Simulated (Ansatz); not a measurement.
# TaTc (Pm-3m): phonons along a line and the smearing

Aim: see how the phonons of TaTc (Pm-3m) along the first symmetry line respond to the electronic smearing.

Program: Ansatz 0.2.0. Level of theory: DFT PBEsol, scalar-relativistic, plane waves, PAW. Results are calculated unless marked as measured.

**1. The starting structure**

Symmetry: Pm-3m, No. 221, cubic system. The conventional cell has a = 3.172 Å, b = 3.172 Å, c = 3.172 Å, α = 90.00°, β = 90.00°, γ = 90.00°. Nearest to Ta lie 8 Tc at 2.75 Å. Tc has 8 Ta at 2.75 Å nearest. Farther neighbours are not listed.

**2. Relaxation**

Lattice constant and positions set the bands and the force constants, so the cell is relaxed first.

input.yaml

```yaml
crystal:
  lattice:
    - [3.172, 0.0, 0.0]
    - [0.0, 3.172, 0.0]
    - [0.0, 0.0, 3.172]
  atoms:
    - { symbol: Ta, position: [0.0, 0.0, 0.0] }
    - { symbol: Tc, position: [0.5, 0.5, 0.5] }
kpoints:
  mp_grid: { grid: [10, 10, 10] }
hamiltonian:
  xc: pbesol
scf:
  occupations: { method: gaussian, width: 0.1 }
output:
  forces: true
  stress: true
  eigenvalues: true
  write_density: true
  write_potential: true
  elf: true
  volumetric_format: npy
relax:
  adjacent_minimum: "off"
  f_tol: 0.005
  max_steps: 80
  cell: { stress_tol: 0.05 }
```

On the command line:

```
> ansatz run input.yaml --threads 4 --pin off --max-ram 8192MiB --backend cpu --events-out ev --progress --plain --runs-dir out
```

Numbers of over 12 decimals in the logs are rounded to 6 here.

The log of the run:

```text
[the first part of the log is left out]
  E_xc         = -455.858281
  E_vxc        = -499.127782  (∫ρ·V_xc dr)
  E_paw        = -11492.061318  (= ΣΔE_a)
  E_vpaw       = -236.887916  (= ΣTr[D̂ρ^β])
  E_aug_tail   = 0.000075  (compensation charges beyond the density's cutoff)
  E_ewald      = -3267.548982
  E_core_change = 0.440491  (= ΣΔE_core)
  E_smearing   = -0.003475  (= −TS)
  E_closure    = 0.000000  (closes the sum)
  Σ components = -15145.158965   (vs F -15145.158965, Δ=0.00e0)
--- Forces (eV/Å), atoms counted from 1 ---
  atom   1  Ta     0.00000000     0.00000000     0.00000000
  atom   2  Tc     0.00000000     0.00000000    -0.00000000
  max |Σ_I F_I| component: 2.10e-29 eV/Å
--- Stress (GPa, compression-positive) ---
        0.006574       0.000000      -0.000000
        0.000000       0.006574      -0.000000
       -0.000000      -0.000000       0.006574
  P = ⅓ Tr σ = 0.0066 GPa (0.066 kbar)
--- Band table (eV; the first three rows and the last of 56) ---
  k-point 0: bands = ["-46.5101", "-45.1686", "-17.2686", "-17.2686", "-17.2686", "-12.8305", "-12.8305", "-12.8305", "13.0694", "15.9342", "15.9342", "20.0863", "20.0863", "20.0863", "23.4991", "23.4991", "26.5839", "26.5839"]
  k-point 1: bands = ["-46.5070", "-45.1694", "-17.2821", "-17.2637", "-17.2637", "-12.8694", "-12.8338", "-12.8338", "13.3031", "16.0545", "16.1247", "20.0645", "20.0645", "20.1762", "23.1841", "23.6078", "25.7662", "25.7662"]
  k-point 2: bands = ["-46.4987", "-45.1715", "-17.3171", "-17.2509", "-17.2509", "-12.9702", "-12.8423", "-12.8423", "13.9676", "16.4113", "16.6301", "20.0287", "20.0287", "20.4352", "22.3572", "23.8858", "24.3947", "24.3947"]
  k-point 55: bands = ["-46.4471", "-45.1511", "-17.3777", "-17.3777", "-17.3777", "-13.1658", "-13.1658", "-13.1658", "18.5228", "18.5228", "18.5228", "19.0754", "19.0754", "19.0754", "22.7736", "22.7736", "26.3651", "26.3651"]
--- Relaxed structure (4 steps of the walk, 3 accepted, 1 SCFs on fresh bases) ---
  F+E_penalty+E_count = -15145.15896489 eV   max|allowed force component| = 1.052e-29 eV/Å   (the final SCF, on the basis selected at the relaxed cell)
  cell:  # Å, volume = 31.3256 Å³
    - [3.152341, 0, 0]
    - [0, 3.152341, 0]
    - [0, 0, 3.152341]
  atoms:
    - { symbol: Ta, position: [0, 0, 0] }
    - { symbol: Tc, position: [0.5, 0.5, 0.5] }
```

Elapsed: 4 s, on 4 threads of Arm Neoverse V1, shared host; peak memory 0.36 GiB; 14 s of CPU time.

The steps of the relaxation:

| step | energy less that of the first step (eV) | largest force component (eV/Å) | pressure (GPa) | volume (Å³) |
| --- | --- | --- | --- | --- |
| 1 | 0.0000 | 0.0000 | -4.93 | 31.92 |
| 2 | 0.0478 | 0.0000 | 13.76 | 29.94 |
| 3 | -0.0092 | 0.0000 | -0.37 | 31.37 |
| 4 | -0.0093 | 0.0000 | 0.01 | 31.33 |
| 5 | -0.0092 | 0.0000 | 0.01 | 31.33 |

The log counts 1 steps on a newly chosen plane-wave basis, not all of them marked here; energy and pressure can jump at such steps. Relaxation step 2 was tried and not accepted.

| conventional cell, symmetrised | before | after | change |
| --- | --- | --- | --- |
| a (Å) | 3.172 | 3.152 | -0.6 % |
| b (Å) | 3.172 | 3.152 | -0.6 % |
| c (Å) | 3.172 | 3.152 | -0.6 % |
| volume (Å³/atom) | 15.96 | 15.66 | -1.8 % |

Final coordinates:

```
Ta Tc
1.0
     3.15234    0.00000    0.00000
     0.00000    3.15234    0.00000
     0.00000    0.00000    3.15234
Ta Tc
1 1
Direct
  0.00000 0.00000 0.00000
  0.50000 0.50000 0.50000
```

This step gave:

```
pressure          : 0.006574 GPa
volume per atom   : 15.66 Å³
metallic on mesh  : yes
gap on the k-mesh : 0 eV
```

Electrostatic potential energy in the ac plane at fractional y = 0.000, with atoms of Ta within 0.2 Å of it. With pseudopotentials it is smooth inside the atoms' cores, unlike the true potential.

Values in eV, 16 rows by 16 columns:
```
-62 -62 -44 -24  -7   6  16  20  21  20  16   6  -7 -24 -44 -62
-50 -44 -31 -15  -2   9  17  20  22  20  17   9  -2 -15 -31 -44
-27 -24 -15  -5   5  14  19  21  22  21  19  14   5  -5 -15 -24
 -9  -7  -2   5  12  18  21  22  23  22  21  18  12   5  -2  -7
  5   6   9  14  18  20  22  23  23  23  22  20  18  14   9   6
 15  16  17  19  21  22  22  23  23  23  22  22  21  19  17  16
 19  20  20  21  22  23  23  23  23  23  23  23  22  21  20  20
 21  21  22  22  23  23  23  23  23  23  23  23  23  22  22  21
 19  20  20  21  22  23  23  23  23  23  23  23  22  21  20  20
 15  16  17  19  21  22  22  23  23  23  22  22  21  19  17  16
  5   6   9  14  18  20  22  23  23  23  22  20  18  14   9   6
 -9  -7  -2   5  12  18  21  22  23  22  21  18  12   5  -2  -7
-27 -24 -15  -5   5  14  19  21  22  21  19  14   5  -5 -15 -24
-50 -44 -31 -15  -2   9  17  20  22  20  17   9  -2 -15 -31 -44
-62 -62 -44 -24  -7   6  16  20  21  20  16   6  -7 -24 -44 -62
-62 -62 -50 -27  -9   5  15  19  21  19  15   5  -9 -27 -50 -62
```
Columns run along a (3.2 Å; values clipped at the 3rd and 97th percentile), rows up along c (3.2 Å). Atoms in or near the plane, at fractional coordinates: Ta at (0.00, 0.00).

Valence density in the ac plane at fractional y = 0.000, with atoms of Ta within 0.2 Å of it. It is the smooth field of the valence electrons, not physical close to the nuclei.

Values in e/Å³, 16 rows by 16 columns:
```
3.9 4.3 4.4 3.2 1.5 0.6 0.3 0.2 0.2 0.2 0.3 0.6 1.5 3.2 4.4 4.3
4.5 4.4 3.8 2.4 1.1 0.5 0.3 0.3 0.2 0.3 0.3 0.5 1.1 2.4 3.8 4.4
3.4 3.2 2.4 1.4 0.7 0.4 0.3 0.3 0.3 0.3 0.3 0.4 0.7 1.4 2.4 3.2
1.7 1.5 1.1 0.7 0.4 0.3 0.3 0.3 0.3 0.3 0.3 0.3 0.4 0.7 1.1 1.5
0.6 0.6 0.5 0.4 0.3 0.3 0.3 0.3 0.3 0.3 0.3 0.3 0.3 0.4 0.5 0.6
0.3 0.3 0.3 0.3 0.3 0.3 0.3 0.3 0.3 0.3 0.3 0.3 0.3 0.3 0.3 0.3
0.2 0.2 0.3 0.3 0.3 0.3 0.3 0.3 0.3 0.3 0.3 0.3 0.3 0.3 0.3 0.2
0.2 0.2 0.2 0.3 0.3 0.3 0.3 0.3 0.3 0.3 0.3 0.3 0.3 0.3 0.2 0.2
0.2 0.2 0.3 0.3 0.3 0.3 0.3 0.3 0.3 0.3 0.3 0.3 0.3 0.3 0.3 0.2
0.3 0.3 0.3 0.3 0.3 0.3 0.3 0.3 0.3 0.3 0.3 0.3 0.3 0.3 0.3 0.3
0.6 0.6 0.5 0.4 0.3 0.3 0.3 0.3 0.3 0.3 0.3 0.3 0.3 0.4 0.5 0.6
1.7 1.5 1.1 0.7 0.4 0.3 0.3 0.3 0.3 0.3 0.3 0.3 0.4 0.7 1.1 1.5
3.4 3.2 2.4 1.4 0.7 0.4 0.3 0.3 0.3 0.3 0.3 0.4 0.7 1.4 2.4 3.2
4.5 4.4 3.8 2.4 1.1 0.5 0.3 0.3 0.2 0.3 0.3 0.5 1.1 2.4 3.8 4.4
3.9 4.3 4.4 3.2 1.5 0.6 0.3 0.2 0.2 0.2 0.3 0.6 1.5 3.2 4.4 4.3
3.1 3.9 4.5 3.4 1.7 0.6 0.3 0.2 0.2 0.2 0.3 0.6 1.7 3.4 4.5 3.9
```
Columns run along a (3.2 Å), rows up along c (3.2 Å). Atoms in or near the plane, at fractional coordinates: Ta at (0.00, 0.00).

ELF in the ac plane at fractional y = 0.000, with atoms of Ta within 0.2 Å of it. It is the smooth field of the valence electrons, not physical close to the nuclei.

Ten even steps from '0' (0.00) to '9' (0.73):
```
1489722343227984
7899522454225998
9997323565323799
7753235666532357
2222346666643222
1223566666665322
3345666555666543
4456666555666654
3345666555666543
1223566666665322
2222346666643222
7753235666532357
9997323565323799
7899522454225998
1489722343227984
0179721343127971
```
Columns run along a (3.2 Å), rows up along c (3.2 Å). Atoms in or near the plane, at fractional coordinates: Ta at (0.00, 0.00).

The largest force is now zero by symmetry and the largest stress component 0.0066 GPa, small enough for phonons.

**3. Phonons along a line: Fermi–Dirac smearing of 0.1 eV**

The smearing blurs the Fermi surface that screens the phonons; a Fermi–Dirac width is an electronic temperature.

input.yaml

```yaml
crystal:
  lattice:
    - [3.1523408377, 0.0, 0.0]
    - [0.0, 3.1523408377, 0.0]
    - [0.0, 0.0, 3.1523408377]
  atoms:
    - { symbol: Ta, position: [0.0, 0.0, 0.0] }
    - { symbol: Tc, position: [0.5, 0.5, 0.5] }
kpoints:
  mp_grid: { grid: [16, 16, 16] }
hamiltonian:
  xc: pbesol
scf:
  occupations: { method: fermi_dirac, width: 0.1 }
output:
  eigenvalues: true
phonons:
  method: dfpt
  qpoints:
    - [0, 0, 0]
    - [0.0, 0.0625, 0.0]
    - [0.0, 0.1875, 0.0]
    - [0.0, 0.3125, 0.0]
    - [0.0, 0.4375, 0.0]
  masses: [{ species: Tc, mass: 97.907 }]
```

The log of the run:

```text
[...]
Crystal: 2 atoms, lattice volume = 31.326 Å³
Basis set: ecut = 500 eV, 799 PW (Γ), exchange–correlation on 48×48×48 points (8 copies of the dense FFT grid, shifted against one another)
Bands: 18, of which v1, the nominal top of the filled ones, is band 14 counted from 1 (13 counted from 0)
Symmetry: 48 space group operations
k-points: 165 of 4096
[...]
SCF iter   1: F=—  HF=-15145.524108 eV  |F-HF|=—  |Δ(HF+E_count)|=         —  Δρ=6.87e-2  dr2=1.01e0  ethr=3.10e-3  ⟨swp⟩=5.0  Hψ=12134  notcnv=0
[...]
SCF iter   8: F=-15145.165693 eV  HF=-15145.165693 eV  |F-HF|=3.64e-12  |Δ(HF+E_count)|=  3.46e-11  Δρ=5.78e-8  dr2=1.47e-12  ethr=1.00e-12  ⟨swp⟩=5.9  Hψ=12894  notcnv=0
SCF 1 converged in 8 iterations: F = -15145.165693 eV  dr2 = 1.47e-12
[...]
NSCF: frozen V_eff on 165 k-points
[...]
DFPT response loops at q = (0, 0, 0) (fractional): preconditioner auto → Kerker (q_TF=auto, 2.678 Å⁻¹) (partly filled bands, converged f_vac=0.000); β = 1.00, the filter's whole step (`scf.mixing.beta` (0.50) is not read by the response loops under this deck's `scf.mixing.preconditioner`; to damp them name `kerker` or `kerker_dos`, under which they read `scf.mixing.beta`, and type it under 1.00, their step now; both keys bind the ground state too); Broyden in place of MSR1
[...]
SCF converged after 8 iterations
Free energy (F): -15145.165693 eV
[...]
Internal energy: -15145.147915 eV  (E = F + TS)
E sigma→0 (E₀):  -15145.156804 eV
Entropy (-TS):   -0.017778 eV (-8.889 meV/atom)
Fermi energy:    21.410999 eV
[...]
--- Band table (eV; the first three rows and the last of 165) ---
  k-point 0: bands = [... 10 lower, 15.9332, 20.0840, 20.0840, 20.0840, 23.4985, 23.4985, 26.5848, 26.5848]
  k-point 1: bands = [... 10 lower, 16.0088, 20.0748, 20.0748, 20.1193, 23.3727, 23.5417, 26.2168, 26.2168]
  k-point 2: bands = [... 10 lower, 16.2261, 20.0521, 20.0521, 20.2236, 23.0160, 23.6650, 25.4305, 25.4305]
  k-point 164: bands = [... 10 lower, 18.5202, 19.0765, 19.0765, 19.0765, 22.7681, 22.7681, 26.3690, 26.3690]
--- Phonons (Γ-DFPT): 2 representative perturbations + reference (Σ response iterations 6) ---
  ASR residual: 4.671e-4 → 0.000e0 eV/Å²; symmetrization residual: 1.221e-6 eV/Å²
  ASR residual per site (eV/Å²): 3.39e-4 4.67e-4
  Γ frequencies (cm⁻¹): 0.00 0.00 0.00 191.56 191.56 191.56
  non-analytic LO–TO correction: not included (Born effective charges unavailable; polar crystals: no LO–TO splitting at Γ)
--- Phonons (arbitrary-q DFPT): 5 explicit q-points ---
  q = [0, 0, 0] (of the zone-centre solve; hermiticity 2.85e-7, symmetrization 1.96e-13): -0.00 -0.00 0.00 191.56 191.56 191.56
  q = [0, 0.0625, 0] (4 solved perturbations in 4032 linear systems a pass and spin channel, the states on 1296 of 4096 k-point pairs; hermiticity 1.44e-7, symmetrization 4.75e-11): 18.20 18.20 39.23 191.69 191.69 202.11
[...]
sum rule: each row above includes the acoustic sum rule's correction from the zone centre's row sums; it moved no ω² by more than (1.14 cm⁻¹)²
```

It took 4.5 min on 4 threads; peak memory 2.3 GiB; 17 min of CPU time.

Each wavevector solved by linear response. Frequency against |q| along the line:

| \|q\| along the line (Å⁻¹) | mode 1 = mode 2 (cm⁻¹) | mode 3 (cm⁻¹) | mode 4 (cm⁻¹) | mode 5 (cm⁻¹) | mode 6 (cm⁻¹) |
| --- | --- | --- | --- | --- | --- |
| 0.000 | 0 | 0 | 192 | 192 | 192 |
| 0.125 | 18.2 | 39.2 | 192 | 192 | 202 |
| 0.374 | 53.5 | 112 | 190 | 190 | 231 |
| 0.623 | 86.0 | 171 | 185 | 185 | 247 |
| 0.872 | 105 | 185 | 185 | 209 | 252 |

**4. Phonons along a line: Fermi–Dirac smearing of 0.25 eV**

The smearing blurs the Fermi surface that screens the phonons; a Fermi–Dirac width is an electronic temperature.

Edit input.yaml of step 3 so:

```diff
@@ -13,3 +13,3 @@
 scf:
-  occupations: { method: fermi_dirac, width: 0.1 }
+  occupations: { method: fermi_dirac, width: 0.25 }
 output:
```

Wider smearing eases the sum over k-points of a metal but moves the result away from its zero-temperature value.

The log of the run:

```text
band count auto-derived: 19 (N_el = 28.0; filled up to band 14; 18 by the electrons, moments and atoms)
[...]
Crystal: 2 atoms, lattice volume = 31.326 Å³
Basis set: ecut = 500 eV, 799 PW (Γ), exchange–correlation on 48×48×48 points (8 copies of the dense FFT grid, shifted against one another)
Bands: 19, of which v1, the nominal top of the filled ones, is band 14 counted from 1 (13 counted from 0)
Symmetry: 48 space group operations
k-points: 165 of 4096
[...]
SCF iter   1: F=—  HF=-15145.579968 eV  |F-HF|=—  |Δ(HF+E_count)|=         —  Δρ=6.83e-2  dr2=1.01e0  ethr=3.10e-3  ⟨swp⟩=5.0  Hψ=12782  notcnv=0
[...]
SCF iter   8: F=-15145.225003 eV  HF=-15145.225003 eV  |F-HF|=1.09e-11  |Δ(HF+E_count)|=  9.09e-11  Δρ=1.41e-7  dr2=9.70e-12  ethr=1.00e-12  ⟨swp⟩=4.6  Hψ=16473  notcnv=0
SCF 1 converged in 8 iterations: F = -15145.225003 eV  dr2 = 9.70e-12
[...]
SCF converged after 8 iterations
Free energy (F): -15145.225003 eV
[...]
Internal energy: -15145.055458 eV  (E = F + TS)
E sigma→0 (E₀):  -15145.140230 eV
Entropy (-TS):   -0.169545 eV (-84.773 meV/atom)
Fermi energy:    21.423292 eV
[...]
--- Band table (eV; the first three rows and the last of 165) ---
  k-point 0: bands = [... 10 lower, 15.9329, 20.0802, 20.0802, 20.0802, 23.5017, 23.5017, 26.5920, 26.5920, ... 1 higher]
  k-point 1: bands = [... 10 lower, 16.0085, 20.0709, 20.0709, 20.1154, 23.3759, 23.5449, 26.2234, 26.2234, ... 1 higher]
  k-point 2: bands = [... 10 lower, 16.2257, 20.0482, 20.0482, 20.2195, 23.0192, 23.6681, 25.4365, 25.4365, ... 1 higher]
  k-point 164: bands = [... 10 lower, 18.5148, 19.0816, 19.0816, 19.0816, 22.7593, 22.7593, 26.3846, 26.3846, ... 1 higher]
[...]
ASR residual: 3.775e-4 → 0.000e0 eV/Å²; symmetrization residual: 3.798e-7 eV/Å²
  ASR residual per site (eV/Å²): 3.77e-4 1.96e-4
  Γ frequencies (cm⁻¹): 0.00 0.00 0.00 190.70 190.70 190.70
[...]
--- Phonons (arbitrary-q DFPT): 5 explicit q-points ---
[...]
```

It took 5.2 min on 4 threads; peak memory 2.4 GiB; 20 min of CPU time.

Each wavevector solved by linear response. Frequency against |q| along the line:

| \|q\| along the line (Å⁻¹) | mode 1 = mode 2 (cm⁻¹) | mode 3 (cm⁻¹) | mode 4 (cm⁻¹) | mode 5 (cm⁻¹) | mode 6 (cm⁻¹) |
| --- | --- | --- | --- | --- | --- |
| 0.000 | 0 | 0 | 191 | 191 | 191 |
| 0.125 | 18.1 | 38.4 | 190 | 190 | 197 |
| 0.374 | 53.2 | 109 | 188 | 188 | 222 |
| 0.623 | 85.0 | 166 | 184 | 184 | 237 |
| 0.872 | 104 | 181 | 181 | 202 | 243 |

Against step 3 (now smearing width 0.25 eV), the free energy moves by -29.7 meV an atom.

(Part 1 of 2 ends here.)

[Logs are printed without paths, hosts, clocks, repeated set-up lines and the standing remarks that a program may print on its own settings, such as how far it seeks lower states.]

[Hosts, paths, dates, database ids (printed as entryN), source tags and the programs' standing remarks are cut or masked in the printed files.]
